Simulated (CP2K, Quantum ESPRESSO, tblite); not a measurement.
**How far do other methods lie from plane waves? Random packing of 23Li2O-77B2O3 (mol %) (59 atoms)**

One geometry of random packing of 23Li2O-77B2O3 (mol %) (59 atoms) is solved by several programs and methods. How far do their forces lie from a plane-wave PBE run?

Results are calculated, not measured.

**1. The cell**

The cell holds 59 atoms (6 Li, 33 O and 20 B), with edges of 8.69, 8.69 and 8.69 Å. Recipe: 59 atoms (6 Li, 33 O, 20 B) packed at random in a cube at 1.99 g/cm³ and pushed apart as soft spheres, cations and anions kept from their own kind; a start for melting by ab initio MD, not an equilibrated structure. Then every atom was moved at random, 0.02 Å r.m.s. a Cartesian component. The density is 1.99 g/cm³.

**2. The reference input**

Quantum ESPRESSO 7.5: Kohn-Sham DFT, PBE, SSSP efficiency 1.3.0 pseudopotentials, plane waves. Its input, pw.in:

```
&control
  calculation = 'scf'
  pseudo_dir = './pseudo'
  outdir = './tmp'
  disk_io = 'none'
  tprnfor = .true.
  tstress = .true.
/
&system
  ibrav = 0
  nat = 59
  ntyp = 3
  ecutwfc = 60
  ecutrho = 480
  nosym = .true.
  occupations = 'smearing'
  smearing = 'fd'
  degauss = 0.003675
/
&electrons
  conv_thr = 2.9e-07
  electron_maxstep = 100
  mixing_beta = 0.4
  mixing_mode = 'plain'
  diagonalization = 'david'
/
ATOMIC_SPECIES
Li 6.940 Li.upf
O 15.999 O.upf
B 10.810 B.upf
CELL_PARAMETERS angstrom
8.69350 0.00000 0.00000
0.00000 8.69350 0.00000
0.00000 0.00000 8.69350
ATOMIC_POSITIONS crystal
Li 0.38647 0.02053 0.40558
Li 0.46076 0.47509 0.12475
Li 0.18631 0.98322 0.05517
Li 0.90458 0.21200 0.18686
[... 53 atom lines left out ...]
B 0.01602 0.16940 0.61178
B 0.76525 0.50700 0.53871
K_POINTS gamma
```

```console
$ OMP_NUM_THREADS=1 mpirun -np 4 pw.x -in pw.in > output.txt
```

It took 2.9 min on 4 MPI ranks of Arm Neoverse V1, shared host; peak memory 1.5 GiB; 12 min of CPU time.

It converged with an r.m.s. force component of 2.5 eV/Å and a pressure of -23 GPa.

**3. What was run beside it**

- CP2K 2026.2: Gaussian basis with GTH pseudopotentials and a plane-wave density; labels give functional, basis (MOLOPT sets; SR short-range, UZH the newer set with its own potentials), grid cutoff/relative cutoff and solver (OT: orbital transformation; TRS4, TC2, SIGN: linear-scaling purification with its sparsity filter), or its built-in tight binding.
- tblite 0.8.0: extended tight binding, driven from Python.

All use the same cell and atoms, and the electronic-structure runs the same k-mesh.

**4. All runs compared**

Differences are against the reference: forces as r.m.s. over components, share as that over the reference's r.m.s. force, slope as the fitted ratio of a run's forces to the reference's.

| run | Δ force, r.m.s. (meV/Å) | share (%) | slope | Δ pressure (GPa) | cores | CPU time | memory (GiB) |
| --- | --- | --- | --- | --- | --- | --- | --- |
| reference | - | - | - | - | 4 | 12 min | 1.5 |
| CP2K PBE, DZVP-MOLOPT-SR, 800/20 Ry, diagonalisation (coarse) | 71.9 | 2.83 | 0.985 | 1.26 | 4 | 7.2 min | 3.3 |
| CP2K PBE, DZVP-MOLOPT-SR, 800/50 Ry, diagonalisation | 69.5 | 2.74 | 0.986 | 1.09 | 4 | 12 min | 3.3 |
| CP2K PBE, SZV-MOLOPT-SR, 800/50 Ry, diagonalisation (coarse) | 975 | 38.5 | 0.774 | 12.3 | 2 | 9.3 min | 2.4 |
| tblite GFN1-xTB | 589 | 23.2 | 1.125 | -4.11 | 1 | 2.6 s | 0.1 |

Rows marked coarse were listed beforehand as settings not expected to be converged; some can still land near the reference.

Runs without a result: CP2K GFN1-xTB, diagonalisation (not converged).

CPU time is summed over cores on shared hosts, of unlike kinds, so it is rough.

**5. What came out**

Forces lie from 2.7 % (CP2K PBE, DZVP-MOLOPT-SR, 800/50 Ry, diagonalisation) to 38 % (CP2K PBE, SZV-MOLOPT-SR, 800/50 Ry, diagonalisation, coarse) of the reference's r.m.s. force of 2.5 eV/Å away from it. The PBE run in local orbitals, coarse settings apart, differs by 2.7 % (CP2K PBE, DZVP-MOLOPT-SR, 800/50 Ry, diagonalisation); basis, grid and potentials can all enter. Tight binding differs by 23 % (tblite GFN1-xTB); it is another model, with fitted parameters of its own, and the xTB methods hold dispersion. Runs with settings chosen to be coarse differ by 2.8 % (CP2K PBE, DZVP-MOLOPT-SR, 800/20 Ry, diagonalisation) to 38 % (CP2K PBE, SZV-MOLOPT-SR, 800/50 Ry, diagonalisation), their programs' other errors included.

Pressures at PBE, coarse settings apart, lie +1.09 GPa from the reference's.

Caveats: Periodic xTB results under one method name differ between programs and library versions. The reference's pressure holds the uncorrected Pulay stress of its 60 Ry basis, so small pressure differences may be the reference's own error. The reference's stress is far from hydrostatic: its diagonal is -27.0, -18.9, -23.6 GPa, compression counted positive. The electronic-structure runs sample only Γ, in a cell whose shortest periodic width is 9 Å, which is coarse for a cell with partly filled levels. The reference's pressure of -23 GPa reflects the volume that the recipe set, positions that aren't this level's minimum and the basis. CP2K warns in some runs that its smearing reaches the highest orbitals computed, so too few empty orbitals were added. The reference has no spin polarisation, so local moments can't form. Where levels are smeared, the DFT runs use Fermi–Dirac occupations at 580 K (0.05 eV), and energies are free energies. The atoms were displaced at random, and shares hang on the size of the forces that this gives. The reference's cutoffs and mesh weren't converged further here.

[Logs are printed without paths, hosts, clocks, repeated set-up lines and the standing remarks that a program may print on its own settings, such as how far it seeks lower states.]

[Hosts, paths, dates, database ids (printed as entryN), source tags and the programs' standing remarks are cut or masked in the printed files.]

[Cells were taken only where this reference lay near another plane-wave run.]
